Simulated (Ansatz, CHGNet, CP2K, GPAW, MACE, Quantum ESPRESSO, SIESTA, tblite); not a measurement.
# Running Σ5 (001) twist boundary in Ge (77 atoms) with GPAW, part 2 of 2

Aim: run Σ5 (001) twist boundary in Ge (77 atoms) in GPAW and see how near its forces come to a plane-wave reference, and at what cost.

Program: GPAW 26.7.0; the method stands at each step. Banners, paths, timers and routine set-up lines are dropped from the logs unmarked, and long logs keep their key lines alone; longer cuts are marked.

So far. Step 3 (RPBE, LCAO dzp, h 0.2 Å): Against the first run (14 %), the force difference from the reference is 20 %, at 1.00 times the CPU time; the model has changed, so this is no error of the program alone. Step 4 (PBE, LCAO sz(dzp), h 0.2 Å): Against the first run (14 %), the force difference from the reference is 55 %, at 0.29 times the CPU time, with 308 basis functions against 1001: the smaller basis costs accuracy.

### 5. PBE, LCAO dzp, h 0.16 Å

Method: Kohn-Sham DFT, PBE, PAW, atomic orbitals (dzp).

File run.py:

```python
import numpy as np
from ase.io import read
from gpaw import GPAW, FermiDirac

atoms = read("structure.xyz")
atoms.calc = GPAW(
    mode="lcao",
    basis="dzp",
    h=0.16,
    xc="PBE",
    kpts={"size": (1, 1, 1), "gamma": True},
    occupations=FermiDirac(0.05),
    maxiter=200,
    symmetry={"point_group": False},
    txt="gpaw.txt",
)
energy = atoms.get_potential_energy(force_consistent=True)
forces = atoms.get_forces()
print(f"energy {energy:.6f} eV")
print("forces (eV/A)")
for i, (a, f) in enumerate(zip(atoms, forces)):
    print(f"{i:4d} {a.symbol:2s} {f[0]:10.5f} {f[1]:10.5f} {f[2]:10.5f}")
print(f"Fermi level {atoms.calc.get_fermi_level():.4f} eV")
for k in range(len(atoms.calc.get_ibz_k_points())):
    for s in range(atoms.calc.get_number_of_spins()):
        e = atoms.calc.get_eigenvalues(kpt=k, spin=s)
        n = np.searchsorted(e, atoms.calc.get_fermi_level())
        print(f"k {k} spin {s} levels about the Fermi level:", np.round(e[max(n - 6, 0):n], 4).tolist(), "|", np.round(e[n:n + 6], 4).tolist())
```

File structure.xyz:

```xyz
77
Lattice="8.94608 0.00000 0.00000 0.00000 8.94608 0.00000 0.00000 0.00000 22.56460" Properties=species:S:1:pos:R:3 pbc="T T T"
[... 77 atom lines left out: the same atoms as in the first run ...]
```

Started as:

```bash
> OMP_NUM_THREADS=1 python run.py > output.txt
```

What it wrote:

```text
energy -317.242845 eV
forces (eV/A)
   0 Ge    0.76182   -0.50050    0.10858
   1 Ge   -0.27478   -0.07532    0.35686
   2 Ge   -0.48074    1.08398   -0.75569
   3 Ge    0.21218   -0.22598    0.08671
   4 Ge   -0.24026   -0.08493   -0.14989
   5 Ge    0.26943    0.63292   -0.08972
[...]
74 Ge    0.63139   -0.25500    0.95947
  75 Ge    0.12757   -1.12452   -0.14198
  76 Ge    0.44204    0.77387    1.41553
Fermi level 5.5482 eV
k 0 spin 0 levels about the Fermi level: [5.0543, 5.1404, 5.3246, 5.4209, 5.4574, 5.5282] | [5.5602, 5.6439, 5.6897, 5.8642, 6.0574, 6.0766]
```

gpaw.txt:

```text
Input parameters:
  mode=LCAO(),
  basis={'default': 'dzp'},
  h=0.16,
  kpts=MonkhorstPack(size=(1, 1, 1), gamma=True),
  maxiter=200,
  occupations=Occupations(name='fermi-dirac', width=0.05, fixmagmom=False),
[... lines left out ...]
  Fermi-Dirac:
[... lines left out ...]
convergence criteria:
- Maximum [total energy] change in last 3 cyles: 0.0005 eV / valence electron
[... lines left out ...]
Converged in 20 steps
[... lines left out ...]
  Free energy:    -317.242845
[... lines left out ...]
Fermi level: 5.548
[... lines left out ...]
|        ... |               |           |
|        188 |         8.046 |     0.000 |
Gap: 0.032 eV
Transition (v -> c):
  (s=0, k=0, n=153, [0.00, 0.00, 0.00]) -> (s=0, k=0, n=154, [0.00, 0.00, 0.00])
No difference between direct/indirect transitions
Force computation time: 40.030  # s
timing:  # [seconds]
  Total:  441.359  # ━━━━━━━━━━━━━━━━━━━━━━━━━━━━━━━━━━━━━━━━━━━━━━━━━━━━━━━━
  Init:    11.998  # ━╸
  SCF:    389.310  # ━━━━━━━━━━━━━━━━━━━━━━━━━━━━━━━━━━━━━━━━━━━━━━━━━╸
  Forces:  40.030  # ━━━━━
```

Wall time 7.4 min (1 thread of Arm Neoverse V2, shared host); peak memory 3.1 GiB.

Numbers from this run, and their distance from the reference:

```
r.m.s. force component                          : 0.4575 eV/Å
r.m.s. difference of force components           : 59.36 meV/Å
longest difference of force vectors             : 285.1 meV/Å
force difference over r.m.s. force              : 14.57 %
slope of forces against the reference's         : 1.12
correlation of force components                 : 0.9973
energy less the same-level run's                : -6.835 meV/atom
r.m.s. force difference from the same-level run : 15.25 meV/Å
```

Against the first run (14 %), the force difference from the reference is 15 %, at 1.8 times the CPU time: the change moves forces by 15 meV/Å r.m.s., so most of the difference comes from elsewhere.

### 6. All runs compared

Differences are against the plane-wave reference, forces as r.m.s. over components; share is that over the reference's r.m.s. force, slope the least-squares factor from reference forces to these. Total energies of different programs have different zeros and aren't compared.

| run | Δ force, r.m.s. (meV/Å) | share (%) | slope | cores | CPU time | memory (GiB) |
| --- | --- | --- | --- | --- | --- | --- |
| reference | - | - | - | 8 | 2.9 min | 3.0 |
| GPAW PBE, LCAO dzp, h 0.2 Å | 59.1 | 14.5 | 1.119 | 1 | 4.1 min | 1.6 |
| GPAW RPBE, LCAO dzp, h 0.2 Å | 81.4 | 20.0 | 1.165 | 1 | 4.1 min | 1.6 |
| GPAW PBE, LCAO sz(dzp), h 0.2 Å (coarse) | 224 | 55.0 | 1.425 | 1 | 71 s | 1.2 |
| GPAW PBE, LCAO dzp, h 0.16 Å | 59.4 | 14.6 | 1.120 | 1 | 7.4 min | 3.1 |

Rows marked coarse were listed beforehand as settings not expected to be converged; some can still land near the reference.

CPU time is summed over cores on a shared host, where runs went side by side, so it is rough. Symmetry, cutoffs, thresholds, outputs and thread counts weren't matched or tuned between programs; memory under MPI is the largest rank's times the ranks.

Within one program, basis, potentials and functional, energies share a zero. Each run against its twin at the usual cutoff or grid and solver:

| run | twin | Δ energy (meV/atom) | Δ force, r.m.s. (meV/Å) | CPU time over the twin's |
| --- | --- | --- | --- | --- |
| GPAW PBE, LCAO dzp, h 0.16 Å | LCAO dzp, h 0.2 Å | -6.84 | 15.3 | 1.8 |

### 7. What came out

```json
{"nearest in forces": "GPAW PBE, LCAO dzp, h 0.2 Å, 14 %", "its CPU time": "4.1 min"}
```

The PBE runs in local orbitals, coarse settings apart, differ by 14 % (GPAW PBE, LCAO dzp, h 0.2 Å) to 15 % (GPAW PBE, LCAO dzp, h 0.16 Å); basis, grid and potentials can all enter. Rows with another functional or a dispersion term differ by 20 % (GPAW RPBE, LCAO dzp, h 0.2 Å), which mixes the change of model with differences of basis and potentials. Runs with settings chosen to be coarse differ by 55 % (GPAW PBE, LCAO sz(dzp), h 0.2 Å), their programs' other errors included. One electronic-structure run takes under half the reference's CPU time: GPAW PBE, LCAO sz(dzp), h 0.2 Å, at 55 % in 71 s against 2.9 min. GPAW PBE, LCAO sz(dzp), h 0.2 Å stiffens the forces by a factor of 1.42 while following their directions (correlation 0.971); the slopes of the 4 GPAW runs lie between 1.12 and 1.42. The potentials hold different valence shells: 1078 electrons in the reference, 308 in GPAW; this bears on time and differences. GPAW's setups keep the filled d shell of Ge in the core. The host structure and its lattice constant were typed by rule, without a check against the phase diagram. The reference's pressure of 5.5 GPa says that the cell would expand at this level of theory. The electronic-structure runs sample only Γ, in a cell whose shortest periodic width is 9 Å, which is coarse for a cell with partly filled levels.

[Also dropped from logs without a mark: logging warnings of Python, and SIESTA's first energy breakdown and zero terms.]

[Logs are printed without paths, hosts, clocks, repeated set-up lines and the standing remarks that a program may print on its own settings, such as how far it seeks lower states.]

[Hosts, paths, dates, database ids (printed as entryN), source tags and the programs' standing remarks are cut or masked in the printed files.]
